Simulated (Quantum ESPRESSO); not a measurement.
# Magnetic state of Ba2FeMoO6 from several starts, part 2 of 2

A self-consistent run ends on one state, which hangs on the start. Several orders of Ba2FeMoO6 are started in Quantum ESPRESSO and their energies compared.

Quantum ESPRESSO 7.5; PBEsol with U = 4.5 eV on Fe d and U = 2 eV on Mo d (ortho-atomic projectors); plane waves with GBRV 1.5 PBEsol potentials, no spin-orbit coupling.

So far, absolute magnetization (μB): step 2 (run 1, typed as ferro ++) 5.31.

## (3) Run 2 (ferri +−)

pw.in

```
&CONTROL
  calculation = 'scf'
  prefix = 'pwscf'
  outdir = './tmp'
  pseudo_dir = './pseudo'
  disk_io = 'nowf'
/
&SYSTEM
  ibrav = 0
  nat = 10
  ntyp = 4
  ecutwfc = 40
  ecutrho = 280
  nbnd = 58
  occupations = 'smearing'
  smearing = 'fd'
  degauss = 0.00367493
  nspin = 2
  starting_magnetization(1) = 0
  starting_magnetization(2) = 0.25
  starting_magnetization(3) = -0.1429
  starting_magnetization(4) = 0
/
&ELECTRONS
  conv_thr = 2d-08
  electron_maxstep = 150
  mixing_beta = 0.3
/
ATOMIC_SPECIES
Ba    137.3270 ba_pbesol_v1.uspp.F.UPF
Fe     55.8450 fe_pbesol_v1.5.uspp.F.UPF
Mo     95.9500 mo_pbesol_v1.uspp.F.UPF
O      15.9990 o_pbesol_v1.2.uspp.F.UPF
CELL_PARAMETERS angstrom
   0.0000000000    4.0345000000    4.0345000000
   4.0345000000    0.0000000000    4.0345000000
   4.0345000000    4.0345000000    0.0000000000
ATOMIC_POSITIONS crystal
Ba      0.2500000000    0.2500000000    0.2500000000
Ba      0.7500000000    0.7500000000    0.7500000000
Fe      0.5000000000    0.5000000000    0.5000000000
Mo      0.0000000000    0.0000000000    0.0000000000
O       0.7568000000    0.2432000000    0.2432000000
O       0.2432000000    0.7568000000    0.2432000000
O       0.2432000000    0.7568000000    0.7568000000
O       0.7568000000    0.2432000000    0.7568000000
O       0.2432000000    0.2432000000    0.7568000000
O       0.7568000000    0.7568000000    0.2432000000
K_POINTS automatic
4 4 4 0 0 0
HUBBARD {ortho-atomic}
U Fe-3d 4.5000
U Mo-4d 2.0000
```

Launch:

```bash
> OMP_NUM_THREADS=1 mpirun -n 4 pw.x -nk 4 -in pw.in > pw.out
```

The log of the run:

```text
[banner, memory and clock lines left out]
Program PWSCF v.7.5 starts

     Message from routine setup:
     using ibrav=0 with symmetry is DISCOURAGED, use correct ibrav instead

     bravais-lattice index     =            0
     lattice parameter (alat)  =      10.7821  a.u.
     unit-cell volume          =     886.3306 (a.u.)^3
     number of atoms/cell      =           10
     number of atomic types    =            4
     number of electrons       =        86.00
     number of Kohn-Sham states=           58
     kinetic-energy cutoff     =      40.0000  Ry
     charge density cutoff     =     280.0000  Ry
     scf convergence threshold =      2.0E-08
     mixing beta               =       0.3000
     number of iterations used =            8  plain     mixing
     Exchange-correlation= SLA  PW   PSX  PSC
                           (   1   4  10   8   0   0   0)
     Hubbard projectors: ortho-atomic
     Hubbard parameters of DFT+U (Dudarev formulation) in eV:
     U(Fe-3d) =  4.5000
     U(Mo-4d) =  2.0000

     Internal variables: lda_plus_u =T, lda_plus_u_kind = 0

     Internal variables: orbital_resolved =F, hub_pot_fix =F, apply_U = F

     celldm(1)=  10.782106  celldm(2)=   0.000000  celldm(3)=   0.000000
     celldm(4)=   0.000000  celldm(5)=   0.000000  celldm(6)=   0.000000

     crystal axes: (cart. coord. in units of alat)
               a(1) = (   0.000000   0.707107   0.707107 )
               a(2) = (   0.707107   0.000000   0.707107 )
               a(3) = (   0.707107   0.707107   0.000000 )

     reciprocal axes: (cart. coord. in units 2 pi/alat)
               b(1) = ( -0.707107  0.707107  0.707107 )
               b(2) = (  0.707107 -0.707107  0.707107 )
               b(3) = (  0.707107  0.707107 -0.707107 )

     PseudoPot. # 1 for Ba read from file:
     ba_pbesol_v1.uspp.F.UPF
     Pseudo is Ultrasoft + core correction, Zval = 10.0

     PseudoPot. # 2 for Fe read from file:
     fe_pbesol_v1.5.uspp.F.UPF
     Pseudo is Ultrasoft + core correction, Zval = 16.0

     PseudoPot. # 3 for Mo read from file:
     mo_pbesol_v1.uspp.F.UPF
     Pseudo is Ultrasoft + core correction, Zval = 14.0

     PseudoPot. # 4 for O  read from file:
     o_pbesol_v1.2.uspp.F.UPF
     Pseudo is Ultrasoft + core correction, Zval =  6.0

     atomic species   valence    mass     pseudopotential
     Ba               10.00   137.32700     Ba( 1.00)
     Fe               16.00    55.84500     Fe( 1.00)
     Mo               14.00    95.95000     Mo( 1.00)
     O                 6.00    15.99900     O ( 1.00)

     Starting magnetic structure
     atomic species   magnetization
     Ba              0.000
     Fe              0.250
     Mo             -0.143
     O               0.000

     48 Sym. Ops., with inversion, found

   Cartesian axes

     site n.     atom                  positions (alat units)
         1        Ba     tau(   1) = (   0.3535534   0.3535534   0.3535534  )
         2        Ba     tau(   2) = (   1.0606602   1.0606602   1.0606602  )
         3        Fe     tau(   3) = (   0.7071068   0.7071068   0.7071068  )
         4        Mo     tau(   4) = (   0.0000000   0.0000000   0.0000000  )
         5        O      tau(   5) = (   0.3439367   0.7071068   0.7071068  )
         6        O      tau(   6) = (   0.7071068   0.3439367   0.7071068  )
         7        O      tau(   7) = (   1.0702768   0.7071068   0.7071068  )
         8        O      tau(   8) = (   0.7071068   1.0702768   0.7071068  )
         9        O      tau(   9) = (   0.7071068   0.7071068   0.3439367  )
        10        O      tau(  10) = (   0.7071068   0.7071068   1.0702768  )

     number of k points=     8  Fermi-Dirac smearing, width (Ry)=  0.0037
                       cart. coord. in units 2pi/alat
        k(    1) = (   0.0000000   0.0000000   0.0000000), wk =   0.0156250
        k(    2) = (   0.1767767   0.1767767  -0.1767767), wk =   0.1250000
        k(    3) = (  -0.3535534  -0.3535534   0.3535534), wk =   0.0625000
        k(    4) = (   0.3535534   0.0000000   0.0000000), wk =   0.0937500
        k(    5) = (  -0.1767767  -0.5303301   0.5303301), wk =   0.3750000
        k(    6) = (   0.0000000  -0.3535534   0.3535534), wk =   0.1875000
        k(    7) = (  -0.7071068   0.0000000   0.0000000), wk =   0.0468750
        k(    8) = (  -0.7071068   0.3535534   0.0000000), wk =   0.0937500

     Dense  grid:    70049 G-vectors     FFT dimensions: (  60,  60,  60)

     Smooth grid:    30395 G-vectors     FFT dimensions: (  45,  45,  45)

     Check: negative core charge=   -0.000012
     Generating pointlists ...
     new r_m :   0.2063 (alat units)  2.2242 (a.u.) for type    1
     new r_m :   0.1498 (alat units)  1.6152 (a.u.) for type    2
     new r_m :   0.1419 (alat units)  1.5297 (a.u.) for type    3
     new r_m :   0.1419 (alat units)  1.5297 (a.u.) for type    4

     Initial potential from superposition of free atoms

     starting charge      84.9714, renormalised to      86.0000

     negative rho (up, down):  9.658E-02 9.649E-02

     STARTING HUBBARD OCCUPATIONS:

     =================== HUBBARD OCCUPATIONS ===================
     ------------------------ ATOM    3 ------------------------
     Tr[ns(  3)] (up, down, total) =   5.00000  0.00000  5.00000
     Atomic magnetic moment for atom   3 =   5.00000
     [... lines left out ...]
     ------------------------ ATOM    4 ------------------------
     Tr[ns(  4)] (up, down, total) =   0.00000  4.00000  4.00000
     Atomic magnetic moment for atom   4 =  -4.00000
     [... lines left out ...]
     Number of occupied Hubbard levels =    9.0000

     Atomic wfc used for Hubbard projectors are orthogonalized

     Starting wfcs are   76 randomized atomic wfcs

     Self-consistent Calculation

     iteration #  1     ecut=    40.00 Ry     beta= 0.30
     Davidson diagonalization with overlap
     ethr =  1.00E-02,  avg # of iterations =  2.0

     =================== HUBBARD OCCUPATIONS ===================
     ------------------------ ATOM    3 ------------------------
     Tr[ns(  3)] (up, down, total) =   4.98191  1.38295  6.36486
     Atomic magnetic moment for atom   3 =   3.59896
     [... lines left out ...]
     ------------------------ ATOM    4 ------------------------
     Tr[ns(  4)] (up, down, total) =   0.77664  1.09140  1.86804
     Atomic magnetic moment for atom   4 =  -0.31476
     [... lines left out ...]
     Number of occupied Hubbard levels =    8.2329

     negative rho (up, down):  9.406E-02 9.392E-02

     total energy              =    -722.82399602 Ry
     estimated scf accuracy    <       4.09270333 Ry

     total magnetization       =     4.00 Bohr mag/cell
     absolute magnetization    =     4.57 Bohr mag/cell

     iteration #  2     ecut=    40.00 Ry     beta= 0.30
     Davidson diagonalization with overlap
     ethr =  4.76E-03,  avg # of iterations =  2.5

     negative rho (up, down):  9.270E-02 9.253E-02

     total energy              =    -723.54557050 Ry
     estimated scf accuracy    <       1.49060199 Ry

     total magnetization       =     3.99 Bohr mag/cell
     absolute magnetization    =     5.62 Bohr mag/cell

     [... further iterations left out ...]

     iteration # 13     ecut=    40.00 Ry     beta= 0.30
     Davidson diagonalization with overlap
     ethr =  3.43E-09,  avg # of iterations =  2.0

     negative rho (up, down):  8.805E-02 8.741E-02

     total energy              =    -723.80038327 Ry
     estimated scf accuracy    <       0.00000012 Ry

     total magnetization       =     4.00 Bohr mag/cell
     absolute magnetization    =     5.30 Bohr mag/cell

     iteration # 14     ecut=    40.00 Ry     beta= 0.30
     Davidson diagonalization with overlap
     ethr =  1.36E-10,  avg # of iterations =  2.6

     negative rho (up, down):  8.805E-02 8.741E-02

     Magnetic moment per site  (integrated on atomic sphere of radius R)
     atom   1 (R=0.206)  charge=  6.9096  magn= -0.0055
     atom   2 (R=0.206)  charge=  6.9096  magn= -0.0055
     atom   3 (R=0.150)  charge= 13.1828  magn=  3.8618
     atom   4 (R=0.142)  charge=  8.8823  magn= -0.3454
     atom   5 (R=0.142)  charge=  5.3880  magn=  0.0832
     atom   6 (R=0.142)  charge=  5.3880  magn=  0.0832
     atom   7 (R=0.142)  charge=  5.3880  magn=  0.0832
     atom   8 (R=0.142)  charge=  5.3880  magn=  0.0832
     atom   9 (R=0.142)  charge=  5.3880  magn=  0.0832
     atom  10 (R=0.142)  charge=  5.3880  magn=  0.0832

     End of self-consistent calculation

     =================== HUBBARD OCCUPATIONS ===================
     ------------------------ ATOM    3 ------------------------
     Tr[ns(  3)] (up, down, total) =   4.96507  0.85916  5.82423
     Atomic magnetic moment for atom   3 =   4.10592
     [... lines left out ...]
     ------------------------ ATOM    4 ------------------------
     Tr[ns(  4)] (up, down, total) =   1.70841  2.32214  4.03055
     Atomic magnetic moment for atom   4 =  -0.61373
     [... lines left out ...]
     Number of occupied Hubbard levels =    9.8548

     [... lines left out ...]
     the Fermi energy is    12.6869 ev

!    total energy              =    -723.80038333 Ry
     estimated scf accuracy    <       0.00000002 Ry
     smearing contrib. (-TS)   =      -0.00080312 Ry
     internal energy E=F+TS    =    -723.79958020 Ry

     The total energy is F=E-TS. E is the sum of the following terms:
     one-electron contribution =    -280.51856923 Ry
     hartree contribution      =     190.86929117 Ry
     xc contribution           =    -146.86378104 Ry
     ewald contribution        =    -487.58168434 Ry
     Hubbard energy            =       0.29516324 Ry

     total magnetization       =     4.00 Bohr mag/cell
     absolute magnetization    =     5.31 Bohr mag/cell

     convergence has been achieved in  14 iterations
```

The job ended after 36 s (4 MPI ranks of Arm Neoverse V2, shared host; peak memory 1 GiB; 2.4 min of CPU time).

Spin moment in the atom's sphere by atom:

| atom | spin moment in the atom's sphere (μB) |
| --- | --- |
| Ba1 | -0.01 |
| Ba2 | -0.01 |
| Fe3 | 3.86 |
| Mo4 | -0.35 |
| O5 | 0.08 |
| O6 | 0.08 |
| O7 | 0.08 |
| O8 | 0.08 |
| O9 | 0.08 |
| O10 | 0.08 |

This step gave:

```
smearing term TS       : 0.01093 eV
magnetization          : 4 μB
absolute magnetization : 5.305 μB
final state            : ferrimagnetic
```

## (4) Energies of the orders

An order is kept where moments of 0.15 μB or more survive with the typed signs; meshes match where a doubled cell samples the same k points as the first cell.

Ferrimagnetic means that a moment over 0.15 μB on a transition or rare-earth metal, induced ones included, opposes the net moment. Orders:

| start | final state | typed order kept | energy over the lowest (meV a seeded atom) | largest site moment (μB) | net moment (μB a cell of the first run) | mesh matched | CPU time (s) |
| --- | --- | --- | --- | --- | --- | --- | --- |
| ferro ++ | ferrimagnetic | no | 0 | 3.862 | 4 | yes | 174.8 |
| ferri +- | ferrimagnetic | yes | 0 | 3.862 | 4 | yes | 143.2 |

## (5) Occupations of the corrected shells in the lowest state

Occupations of the Hubbard shells:

| block | type | shell | spin | electrons | occupation numbers |
| --- | --- | --- | --- | --- | --- |
| 3 | Fe | 3d | up | 4.965 | 0.993 0.993 0.993 0.994 0.994 |
| 3 | Fe | 3d | down | 0.8591 | 0.156 0.156 0.182 0.182 0.182 |
| 4 | Mo | 4d | up | 1.708 | 0.305 0.305 0.305 0.397 0.397 |
| 4 | Mo | 4d | down | 2.322 | 0.388 0.388 0.515 0.515 0.515 |

## (6) Summary of results

```
lowest state found  : ferrimagnetic (from ferro ++ and ferri +-)
largest site moment : 3.86 μB
```

In words: 1 start left the typed signs, so such an energy belongs to the state reached, not the one typed. This is the lowest of 2 collinear or spinless starts, no proof of the ground state. The smearing term is large for its width, so states at the Fermi level are partly filled: at this level the cell is a metal or has a gap of a few widths at most. Degenerate orbitals of a corrected shell are partly filled. Whether a state of lower symmetry lies under this one was not tested; under a U it often does.

[Logs and program files are shortened in this print: banners, set-up blocks, solver, clock and traceback lines can be left out without a mark of their own.]

[Logs are printed without paths, hosts, clocks, repeated set-up lines and the standing remarks that a program may print on its own settings, such as how far it seeks lower states.]

[Hosts, paths, dates, database ids (printed as entryN), source tags and the programs' standing remarks are cut or masked in the printed files.]

[Where a cell is said to come from a database of computed structures, the database is the Materials Project.]
